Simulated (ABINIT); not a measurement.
# A GW chain in ABINIT: LiHF2 (R-3m), part 2 of 3

Aim: the G0W0 gap of LiHF2 (R-3m) on LDA, step by step.

ABINIT 10.8.3; LDA and many-body steps on it, plane waves. Known limits of the many-body steps: short of the basis limit.

So far. Step 2 (Ground state): The gap is indirect, with the least direct gap 0.20 eV higher.

**3. Bands along the symmetry lines**

Level of this step: DFT, LDA, plane waves, norm-conserving pseudopotentials (ABINIT).

The cheap functional maps the bands first; the places of the edges decide which points the dearer methods must see.

Contents of run.abi:

```
acell 3*1.0 Angstrom
rprim 
  1.466983587415 0.846963369091 4.366688724100
  -1.466983587415 0.846963369091 4.366688724100
  0.000000000000 -1.693926738182 4.366688724100
ntypat 3
znucl 3 1 9
natom 4
typat 1 2 3 3
xred 
  0.000000000000 0.000000000000 0.000000000000
  0.500000000000 0.500000000000 0.500000000000
  0.413301880000 0.413301880000 0.413301880000
  0.586698120000 0.586698120000 0.586698120000
pp_dirpath "pseudos"
pseudos "Li.upf, H.upf, F.upf"
ecut 36
iscf -2
irdden 1
kptopt 0
nkpt 59
kpt 
  0.00000000 0.00000000 0.00000000
  0.06250000 0.06250000 0.06250000
  0.12500000 0.12500000 0.12500000
  0.18750000 0.18750000 0.18750000
  0.25000000 0.25000000 0.25000000
  0.31250000 0.31250000 0.31250000
  0.37500000 0.37500000 0.37500000
  0.43750000 0.43750000 0.43750000
  0.50000000 0.50000000 0.50000000
  0.53853162 0.46146838 0.50000000
  0.57706325 0.42293675 0.50000000
  0.61559487 0.38440513 0.50000000
  0.65412649 0.34587351 0.50000000
  0.69265812 0.30734188 0.50000000
  0.73118974 0.26881026 0.50000000
  0.76972137 0.23027863 0.50000000
  0.80825299 0.19174701 0.50000000
  0.50000000 -0.19174701 0.19174701
  0.50000000 -0.16777863 0.16777863
  0.50000000 -0.14381026 0.14381026
  0.50000000 -0.11984188 0.11984188
  0.50000000 -0.09587350 0.09587350
  0.50000000 -0.07190513 0.07190513
  0.50000000 -0.04793675 0.04793675
  0.50000000 -0.02396838 0.02396838
  0.50000000 0.00000000 0.00000000
  0.43750000 0.00000000 0.00000000
  0.37500000 0.00000000 0.00000000
  0.31250000 0.00000000 0.00000000
  0.25000000 0.00000000 0.00000000
  0.18750000 0.00000000 0.00000000
  0.12500000 0.00000000 0.00000000
  0.06250000 0.00000000 0.00000000
  0.00000000 0.00000000 0.00000000
  0.04323419 -0.04323419 0.00000000
  0.08646838 -0.08646838 0.00000000
  0.12970257 -0.12970257 0.00000000
  0.17293675 -0.17293675 0.00000000
  0.21617094 -0.21617094 0.00000000
  0.25940513 -0.25940513 0.00000000
  0.30263932 -0.30263932 0.00000000
  0.34587351 -0.34587351 0.00000000
  0.65412649 0.00000000 0.34587351
  0.63486068 0.00000000 0.36513932
  0.61559487 0.00000000 0.38440513
  0.59632906 0.00000000 0.40367094
  0.57706324 0.00000000 0.42293675
  0.55779743 0.00000000 0.44220257
  0.53853162 0.00000000 0.46146838
  0.51926581 0.00000000 0.48073419
  0.50000000 0.00000000 0.50000000
  0.43750000 0.00000000 0.43750000
  0.37500000 0.00000000 0.37500000
  0.31250000 0.00000000 0.31250000
  0.25000000 0.00000000 0.25000000
  0.18750000 0.00000000 0.18750000
  0.12500000 0.00000000 0.12500000
  0.06250000 0.00000000 0.06250000
  0.00000000 0.00000000 0.00000000
istwfk *1
nband 16
nbdbuf 2
tolwfr 1e-08
nstep 40
prtwf 0
prtvol 0
indata_prefix "in"
outdata_prefix "out"
tmpdata_prefix "tmp"
```

On the command line:

```
$ OMP_NUM_THREADS=1 mpirun -n 4 abinit run.abi > log
```

What it wrote:

```text
.Version 10.8.3 of ABINIT. v10.8.2 released Aug 2026.

 Symmetries : space group R-3 m (#166); Bravais hR (rhombohedral)
[... echo of the input left out ...]
== DATASET  1 ==================================================================
-   mpi_nproc: 4, omp_nthreads: 1 (-1 if OMP is not activated)

--- !DatasetInfo
iteration_state: {dtset: 1, }
dimensions: {natom: 4, nkpt: 59, mband: 16, nsppol: 1, nspinor: 1, nspden: 1, mpw: 2292, }
cutoff_energies: {ecut:  36.0, pawecutdg:  -1.0, }
electrons: {nelect:   1.80000000E+01, charge:   0.00000000E+00, occopt:   1.00000000E+00, tsmear:   1.00000000E-02, }

 Real(R)+Recip(G) space primitive vectors, cartesian coordinates (Bohr,Bohr^-1):
 R(1)=  2.7721972  1.6005288  8.2518458  G(1)=  0.1803623  0.1041323  0.0403950
 R(2)= -2.7721972  1.6005288  8.2518458  G(2)= -0.1803623  0.1041323  0.0403950
 R(3)=  0.0000000 -3.2010576  8.2518458  G(3)=  0.0000000 -0.2082645  0.0403950
 Unit cell volume ucvol=  2.1967972E+02 bohr^3
 Angles (23,13,12)=  3.65053538E+01  3.65053538E+01  3.65053538E+01 degrees

 getcut: wavevector=  0.0000  0.0000  0.0000  ngfft=  48  48  48
         ecut(hartree)=     36.000   => boxcut(ratio)=   2.00844

--- Pseudopotential description ------------------------------------------------
- Li Generated using ONCVPSP code by D. R. Hamann
-  3.00000   3.00000  180309                  znucl, zion, pspdat
12 -1012 1 -1 1944                            pspcod,pspxc,lmax,lloc,mmax
     nproj     2     2     0
  pspatm : epsatm=    2.61415252
         --- l  ekb(1:nproj) -->
             0   -4.854561   -1.448487
             1   -2.179236   -0.444438
 pspatm: atomic psp has been read  and splines computed

- H Generated using ONCVPSP code by D. R. Hamann
-  1.00000   1.00000  180309                  znucl, zion, pspdat
12 -1012 1 -1 1180                            pspcod,pspxc,lmax,lloc,mmax
     nproj     2     1     0
  pspatm : epsatm=    0.35439867
         --- l  ekb(1:nproj) -->
             0   -1.665338   -0.519510
             1   -0.275071
 pspatm: atomic psp has been read  and splines computed

- F Generated using ONCVPSP code by D. R. Hamann
-  9.00000   7.00000  201202                  znucl, zion, pspdat
12 -1012 2 -1 824                             pspcod,pspxc,lmax,lloc,mmax
     nproj     2     2     1
  pspatm : epsatm=    4.94580260
         --- l  ekb(1:nproj) -->
[...]
2   -2.364936
 pspatm: atomic psp has been read  and splines computed

--------------------------------------------------------------------------------

================================================================================
 prteigrs : about to open file out_EIG
 Non-SCF case, kpt    1 (  0.00000  0.00000  0.00000), residuals and eigenvalues=
  1.93E-09  1.30E-09  5.17E-09  7.93E-09  3.57E-09  9.03E-09  3.07E-09  1.48E-09
[...]
5.8321E-01  6.2982E-01  6.2982E-01  7.7417E-01
 Non-SCF case, kpt    3 (  0.12500  0.12500  0.12500), residuals and eigenvalues=
[...]
5.9012E-01  6.2794E-01  6.2794E-01  7.8071E-01
[...]
Non-SCF case, kpt   58 (  0.06250  0.00000  0.06250), residuals and eigenvalues=
[...]
Non-SCF case, kpt   59 (  0.00000  0.00000  0.00000), residuals and eigenvalues=
[...]
-1.5451E+00 -8.6242E-01 -8.0642E-01 -3.1406E-01 -1.1654E-01 -1.1654E-01
 -1.1380E-01 -1.0904E-01 -1.0904E-01  1.9618E-01  3.6890E-01  5.1640E-01
[...]
--- !ResultsGS
iteration_state: {dtset: 1, }
comment   : Summary of ground state results
lattice_vectors:
- [  2.7721972,   1.6005288,   8.2518458, ]
- [ -2.7721972,   1.6005288,   8.2518458, ]
- [  0.0000000,  -3.2010576,   8.2518458, ]
lattice_lengths: [   8.85097,    8.85097,    8.85097, ]
lattice_angles: [ 36.505,  36.505,  36.505, ] # degrees, (23, 13, 12)
lattice_volume:   2.1967972E+02
convergence: {deltae:  0.000E+00, res2:  0.000E+00, residm:  9.963E-09, diffor:  0.000E+00, }
etotal    :  -5.70245306E+01
entropy   :   0.00000000E+00
fermie    :  -1.01567084E-01
cartesian_stress_tensor: null
pressure_GPa: null
xred      :
- [  0.0000E+00,   0.0000E+00,   0.0000E+00, Li]
- [  5.0000E-01,   5.0000E-01,   5.0000E-01,  H]
- [  4.1330E-01,   4.1330E-01,   4.1330E-01,  F]
- [  5.8670E-01,   5.8670E-01,   5.8670E-01,  F]
cartesian_forces: null
force_length_stats: {min: null, max: null, mean: null, }

 Integrated electronic density in atomic spheres:
 ------------------------------------------------
 Atom  Sphere_radius  Integrated_density
[...]
================================================================================

 ----iterations are completed or convergence reached----

 Mean square residual over all n,k,spin=   38.436E-10; max=  99.634E-10
 reduced coordinates (array xred) for    4 atoms
[...]
0.413302      0.413302      0.413302
       0.586698      0.586698      0.586698

 cartesian coordinates (angstrom) at end:
[...]
3     -0.000000     0.000000     5.414282
    4     -0.000000     0.000000     7.685784
 length scales=  1.889726  1.889726  1.889726 bohr
              =  1.000000  1.000000  1.000000 angstroms
 prteigrs : about to open file out_EIG
 Eigenvalues (hartree) for nkpt=  59  k points:
 kpt#   1, nband= 16, wtk=  1.00000, kpt=  0.0000  0.0000  0.0000 (reduced coord)
[...]
kpt#   2, nband= 16, wtk=  1.00000, kpt=  0.0625  0.0625  0.0625 (reduced coord)
[...]
kpt#   3, nband= 16, wtk=  1.00000, kpt=  0.1250  0.1250  0.1250 (reduced coord)
[...]
kpt#  58, nband= 16, wtk=  1.00000, kpt=  0.0625  0.0000  0.0625 (reduced coord)
[...]
kpt#  59, nband= 16, wtk=  1.00000, kpt=  0.0000  0.0000  0.0000 (reduced coord)
  -1.54511   -0.86242   -0.80642   -0.31406   -0.11654   -0.11654   -0.11380   -0.10904
  -0.10904    0.19618    0.36890    0.51640    0.58138    0.63051    0.63051    0.77187

== END DATASET(S) ==============================================================
================================================================================

 -outvars: echo values of variables after computation  --------
            nband          16
             nkpt          59
          spgroup         166
 [... the other variables as echoed above ...]

 Calculation completed.
```

It took 9.5 s on 4 MPI ranks of Arm Neoverse V2, shared host; peak memory 0.3 GiB; 38 s of CPU time.

Numbers from this step:

- gap: 8.102 eV
- k of the valence top: 0.5, 0.5, 0.5
- k of the conduction bottom: 0, 0, 0
- least direct gap: 8.305 eV

The gap is 8.102 eV, as in the run before at this level.

Electronic bands along the path, in eV, zero at the top of the highest filled band:

```
     point  band 6  band 7  band 8  band 9  band 10  band 11  band 12  band 13
         Γ   -0.41   -0.33   -0.20   -0.20     8.10    12.80    16.82    18.58
   halfway   -0.52   -0.52   -0.08   -0.08     8.58    12.35    16.61    19.70
         T   -0.60   -0.60    0.00    0.00     8.98    12.25    15.88    19.54
   halfway   -1.66   -1.02   -0.53   -0.22    10.75    13.34    16.13    17.47
        H2   -1.92   -1.59   -0.93   -0.58    13.84    14.28    14.57    15.48
jump to H0   -1.92   -1.59   -0.93   -0.58    13.84    14.28    14.57    15.48
   halfway   -1.38   -1.19   -1.13   -0.48    12.46    13.88    15.64    16.64
         L   -1.54   -0.77   -0.63   -0.58    11.57    13.58    16.14    17.89
   halfway   -0.93   -0.60   -0.41   -0.40     9.68    14.47    15.90    17.83
         Γ   -0.41   -0.33   -0.20   -0.20     8.10    12.80    16.82    18.58
   halfway   -1.42   -0.73   -0.54   -0.35    10.29    15.21    15.56    17.10
        S0   -1.85   -1.28   -1.26   -0.52    14.04    14.09    14.64    15.37
jump to S2   -1.85   -1.28   -1.26   -0.52    14.04    14.09    14.64    15.37
   halfway   -1.52   -1.42   -1.14   -0.33    13.62    14.25    14.37    15.60
         F   -1.60   -1.20   -1.13   -0.15    13.45    13.97    14.07    16.27
   halfway   -1.14   -0.87   -0.58   -0.12    10.05    13.84    16.56    17.98
         Γ   -0.41   -0.33   -0.20   -0.20     8.10    12.80    16.82    18.58
```

The electronic bands as a text plot (rows in eV, shown from -8.0 to 14.1 only; labels by their first letter):

```
   13.6 |          ++  +++++++++   +++   ++       +++++++++++++
   12.7 |++++  ++++   +   +           +++       ++      +      ++
   11.8 |    ++     ++     +++++               +         +
   10.9 |          +            +             +           +
   10.0 |       +++              ++         ++             ++
    9.0 |   ++++                   ++    +++                 ++
    8.1 |+++                         ++++                      ++
    7.2 |
    6.3 |
    5.4 |
    4.4 |
    3.5 |
    2.6 |
    1.7 |
    0.7 |
   -0.2 |********************************************************
   -1.1 |  **  ***********************   **********************
   -2.0 |    **************     ***         ******** ******
   -2.9 |                  *****                    *****
   -3.9 |
   -4.8 |   ****************                   ************
   -5.7 |***                *******************            ******
   -6.6 |
   -7.5 |
         Γ    T        H|H    L        Γ         S|S   F        Γ
```

**4. Empty states on the mesh, 4×4×4 mesh, 26 bands**

The sums over transitions need many empty states on a uniform mesh; this step solves for them.

Contents of run.abi:

```
acell 3*1.0 Angstrom
rprim 
  1.466983587415 0.846963369091 4.366688724100
  -1.466983587415 0.846963369091 4.366688724100
  0.000000000000 -1.693926738182 4.366688724100
ntypat 3
znucl 3 1 9
natom 4
typat 1 2 3 3
xred 
  0.000000000000 0.000000000000 0.000000000000
  0.500000000000 0.500000000000 0.500000000000
  0.413301880000 0.413301880000 0.413301880000
  0.586698120000 0.586698120000 0.586698120000
pp_dirpath "pseudos"
pseudos "Li.upf, H.upf, F.upf"
ecut 36
ngkpt 4 4 4
nshiftk 1
shiftk 0 0 0
kptopt 1
chksymbreak 0
iscf -2
irdden 1
istwfk *1
nband 26
nbdbuf 4
tolwfr 1e-09
nstep 60
prtvol 0
indata_prefix "in"
outdata_prefix "out"
tmpdata_prefix "tmp"
```

What it wrote:

```text
.Version 10.8.3 of ABINIT. v10.8.2 released Aug 2026.

 Symmetries : space group R-3 m (#166); Bravais hR (rhombohedral)
[... echo of the input left out ...]
== DATASET  1 ==================================================================
-   mpi_nproc: 4, omp_nthreads: 1 (-1 if OMP is not activated)

--- !DatasetInfo
iteration_state: {dtset: 1, }
dimensions: {natom: 4, nkpt: 13, mband: 26, nsppol: 1, nspinor: 1, nspden: 1, mpw: 2290, }
cutoff_energies: {ecut:  36.0, pawecutdg:  -1.0, }
electrons: {nelect:   1.80000000E+01, charge:   0.00000000E+00, occopt:   1.00000000E+00, tsmear:   1.00000000E-02, }

 Real(R)+Recip(G) space primitive vectors, cartesian coordinates (Bohr,Bohr^-1):
 R(1)=  2.7721972  1.6005288  8.2518458  G(1)=  0.1803623  0.1041323  0.0403950
 R(2)= -2.7721972  1.6005288  8.2518458  G(2)= -0.1803623  0.1041323  0.0403950
 R(3)=  0.0000000 -3.2010576  8.2518458  G(3)=  0.0000000 -0.2082645  0.0403950
 Unit cell volume ucvol=  2.1967972E+02 bohr^3
 Angles (23,13,12)=  3.65053538E+01  3.65053538E+01  3.65053538E+01 degrees

 getcut: wavevector=  0.0000  0.0000  0.0000  ngfft=  48  48  48
         ecut(hartree)=     36.000   => boxcut(ratio)=   2.00844

--- Pseudopotential description ------------------------------------------------
- Li Generated using ONCVPSP code by D. R. Hamann
-  3.00000   3.00000  180309                  znucl, zion, pspdat
12 -1012 1 -1 1944                            pspcod,pspxc,lmax,lloc,mmax
     nproj     2     2     0
  pspatm : epsatm=    2.61415252
         --- l  ekb(1:nproj) -->
             0   -4.854561   -1.448487
             1   -2.179236   -0.444438
 pspatm: atomic psp has been read  and splines computed

- H Generated using ONCVPSP code by D. R. Hamann
-  1.00000   1.00000  180309                  znucl, zion, pspdat
12 -1012 1 -1 1180                            pspcod,pspxc,lmax,lloc,mmax
     nproj     2     1     0
  pspatm : epsatm=    0.35439867
         --- l  ekb(1:nproj) -->
             0   -1.665338   -0.519510
             1   -0.275071
 pspatm: atomic psp has been read  and splines computed

- F Generated using ONCVPSP code by D. R. Hamann
-  9.00000   7.00000  201202                  znucl, zion, pspdat
12 -1012 2 -1 824                             pspcod,pspxc,lmax,lloc,mmax
     nproj     2     2     1
  pspatm : epsatm=    4.94580260
         --- l  ekb(1:nproj) -->
[...]
2   -2.364936
 pspatm: atomic psp has been read  and splines computed

--------------------------------------------------------------------------------

================================================================================
 prteigrs : about to open file out_EIG
 Non-SCF case, kpt    1 (  0.00000  0.00000  0.00000), residuals and eigenvalues=
  1.66E-10  8.73E-10  3.84E-10  7.53E-10  8.95E-11  4.16E-10  1.86E-10  1.32E-10
  1.50E-10  1.83E-10  6.14E-11  1.58E-10  7.74E-11  4.64E-11  5.40E-11  4.85E-10
  6.14E-10  1.10E-10  3.22E-10  6.08E-10  9.86E-10  1.10E-10  4.75E-10  2.75E-08
  5.96E-05  3.29E-05
 -1.5451E+00 -8.6242E-01 -8.0642E-01 -3.1406E-01 -1.1654E-01 -1.1654E-01
 -1.1380E-01 -1.0904E-01 -1.0904E-01  1.9618E-01  3.6890E-01  5.1640E-01
  5.8138E-01  6.3051E-01  6.3051E-01  7.7187E-01  7.7187E-01  8.3396E-01
  9.2270E-01  9.2270E-01  9.9077E-01  9.9077E-01  1.0318E+00  1.0682E+00
  1.1878E+00  1.1952E+00
 prteigrs : prtvol=0 or 1, do not print more k-points.

--- !ResultsGS
iteration_state: {dtset: 1, }
comment   : Summary of ground state results
lattice_vectors:
- [  2.7721972,   1.6005288,   8.2518458, ]
- [ -2.7721972,   1.6005288,   8.2518458, ]
- [  0.0000000,  -3.2010576,   8.2518458, ]
lattice_lengths: [   8.85097,    8.85097,    8.85097, ]
lattice_angles: [ 36.505,  36.505,  36.505, ] # degrees, (23, 13, 12)
lattice_volume:   2.1967972E+02
convergence: {deltae:  0.000E+00, res2:  0.000E+00, residm:  9.968E-10, diffor:  0.000E+00, }
etotal    :  -5.70245306E+01
entropy   :   0.00000000E+00
fermie    :  -1.01567084E-01
cartesian_stress_tensor: null
pressure_GPa: null
xred      :
- [  0.0000E+00,   0.0000E+00,   0.0000E+00, Li]
- [  5.0000E-01,   5.0000E-01,   5.0000E-01,  H]
- [  4.1330E-01,   4.1330E-01,   4.1330E-01,  F]
- [  5.8670E-01,   5.8670E-01,   5.8670E-01,  F]
cartesian_forces: null
force_length_stats: {min: null, max: null, mean: null, }

 Integrated electronic density in atomic spheres:
 ------------------------------------------------
 Atom  Sphere_radius  Integrated_density
[...]
================================================================================

 ----iterations are completed or convergence reached----

 Mean square residual over all n,k,spin=   36.304E-11; max=  99.677E-11
 reduced coordinates (array xred) for    4 atoms
[...]
0.413302      0.413302      0.413302
       0.586698      0.586698      0.586698

 cartesian coordinates (angstrom) at end:
    1      0.000000     0.000000     0.000000
    2     -0.000000    -0.000000     6.550033
    3     -0.000000     0.000000     5.414282
    4     -0.000000     0.000000     7.685784
 length scales=  1.889726  1.889726  1.889726 bohr
              =  1.000000  1.000000  1.000000 angstroms
 prteigrs : about to open file out_EIG
 Eigenvalues (hartree) for nkpt=  13  k points:
 kpt#   1, nband= 26, wtk=  0.01563, kpt=  0.0000  0.0000  0.0000 (reduced coord)
  -1.54511   -0.86242   -0.80642   -0.31406   -0.11654   -0.11654   -0.11380   -0.10904
  -0.10904    0.19618    0.36890    0.51640    0.58138    0.63051    0.63051    0.77187
   0.77187    0.83396    0.92270    0.92270    0.99077    0.99077    1.03180    1.06822
   1.18782    1.19515
 prteigrs : prtvol=0 or 1, do not print more k-points.

== END DATASET(S) ==============================================================
================================================================================

 -outvars: echo values of variables after computation  --------
            nband          26
             nkpt          13
          spgroup         166
 [... the other variables as echoed above ...]

 Calculation completed.
```

Wall time 5.1 s (4 MPI ranks); peak memory 0.28 GiB; 20 s of CPU time.

This step gave:

```yaml
gap: 8.102 eV
k_of_the_valence_top: 0.5, 0.5, 0.5
k_of_the_conduction_bottom: 0, 0, 0
least_direct_gap: 8.305 eV
k_points_computed: 13
lowest_point_of_the_top_converged_band_above_the_valence_top: 28.29 eV
```

On this mesh the gap is 8.102 eV.

(Continued in part 3 of 3.)

[Long decimals in the printed logs are rounded to 6 places.]

[Logs are printed without paths, hosts, clocks, repeated set-up lines and the standing remarks that a program may print on its own settings, such as how far it seeks lower states.]

[Paths, hosts, dates, memory and timing lines, banners, echoed tables and standing remarks are left out of the program output; an Ansatz launch command may be rebuilt from the run's recorded settings. Measured values are a selection of at most five: reports struck by readers or far from the other reports are left out. None is set beside runs whose start may be inverted or whose files or cutoffs have a known fault.]

[Runs of the session that timed out or met a known fault of the program may be left out.]

[Hosts, paths, dates, database ids (printed as entryN), source tags and the programs' standing remarks are cut or masked in the printed files.]

[G0W0 gaps are taken among the corrected bands and points alone; a level outside them can change the order at an edge.]

[Where Ansatz stands beside ABINIT at settings called matched, ABINIT's density can come from a denser mesh and the files from another edition; pairs whose starting gaps differed by over 0.03 eV were left out, so agreement reads better than it is.]
